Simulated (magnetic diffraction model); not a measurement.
## Magnetic neutron pattern of Tm₂LuCu₄Sn₄

Space group Immm (no. 71), a = 4.4270 Å, b = 6.8010 Å, c = 14.4420 Å.

```csv
site,atom,x,y,z
2a,Lu,0,0,0
4j,Tm,1/2,0,0.6318
4h,Sn,1/2,0.7055,0
4i,Sn,0,0,0.7851
8l,Cu,0,0.6869,0.6729
```

The compound is invented for this exercise: a known structure type with other elements, its cell scaled to their sizes and not relaxed.

Only Tm is taken to order (form factors of Tm3+); orders and moment sizes are assumed, and not adapted to the symmetry. Radiation: neutrons of λ = 1.909 Å, 3° to 55°; isotropic B of 0.21 Å² (Lu), 0.29 Å² (Tm), 0.33 Å² (Sn) and 0.28 Å² (Cu). The intensities are simulated: I ∝ L Σ (|F_N|² + |F_M⊥|²) for unpolarised neutrons, with F_M = 2.695 fm/μB × Σ f(s) S exp(2πi Q·r) exp(−B s²) at Q = H ± k (one set where k and −k are equivalent), only the part normal to Q counting and L = 1/(sin²θ cos θ). For collinear order S is the moment m, which repeats by lattice and centring translations R with the sign exp(−2πi k·R). Form factors are spin-only for 3d ions and dipole or tabulated for f ions, scattering lengths are Sears's of 1992, and absorption is left out. A label names one of the reflections at its angle. The strongest nuclear line in the range is 100, and lines under 0.2 are left out.

Assume the order k = (1/2 1/2 1), collinear moments along [010], 5.5 μB on Tm; signs + at (1/2, 0, 0.6318), + at (0, 1/2, 0.8682).

Q: Where does magnetic intensity appear, and how strong is it?

```csv
2θ (°),index,nuclear,magnetic
15.19,(0 0 2),11.7,0.0
16.63,(1/2 1/2 1),0.0,64.6
17.85,(0 1 1),1.0,0.0
21.26,(1/2 -1/2 2),0.0,79.6
26.07,(1 0 1),4.1,0.0
27.34,(1/2 1/2 3),0.0,18.8
28.12,(0 1 3),1.4,0.0
28.43,(1/2 -3/2 1),0.0,7.3
29.82,(1 1 0),0.5,0.0
31.44,(1/2 3/2 2),0.0,16.1
33.62,(1 1 2),5.1,0.0
34.06,(1 0 3),2.0,0.0
34.20,(1/2 -1/2 4),0.0,0.9
35.95,(1/2 -3/2 3),0.0,6.1
36.15,(0 2 2),0.5,0.0
39.45,(3/2 -1/2 1),0.0,12.9
41.54,(1/2 1/2 5),0.0,15.1
41.55,(1/2 3/2 4),0.0,0.4
41.75,(3/2 1/2 2),0.0,20.9
42.08,(0 1 5),28.8,0.0
42.21,(1 2 1),100.0,0.0
43.29,(1 1 4),80.2,0.0
43.80,(1/2 5/2 1),0.0,1.2
45.39,(3/2 -1/2 3),0.0,6.5
45.92,(1/2 -5/2 2),0.0,3.4
46.10,(3/2 3/2 1),0.0,6.8
46.48,(1 0 5),12.8,0.0
46.73,(0 0 6),32.7,0.0
47.87,(1 2 3),25.3,0.0
47.95,(1/2 -3/2 5),0.0,8.3
48.15,(3/2 -3/2 2),0.0,11.6
49.28,(1/2 -1/2 6),0.0,13.7
49.31,(1/2 5/2 3),0.0,1.6
50.12,(3/2 1/2 4),0.0,0.4
50.45,(0 3 1),0.3,0.0
51.09,(2 0 0),65.9,0.0
51.42,(3/2 3/2 3),0.0,3.9
53.62,(2 0 2),2.1,0.0
54.55,(2 1 1),0.2,0.0
55.00,(1/2 3/2 6),0.0,8.6
```

The strongest magnetic line in the range is (1/2 -1/2 2) at 21.26° (79.6). On top of the Lorentz factor, which all lines share, magnetic lines fade with angle because f falls: for Tm3+ it is 0.97, 0.87, 0.75 and 0.49 at sin θ/λ = 0.1, 0.2, 0.3 and 0.5 Å⁻¹, while nuclear lengths stay constant. The order has no net moment.

[Logs are printed without paths, hosts, clocks, repeated set-up lines and the standing remarks that a program may print on its own settings, such as how far it seeks lower states.]
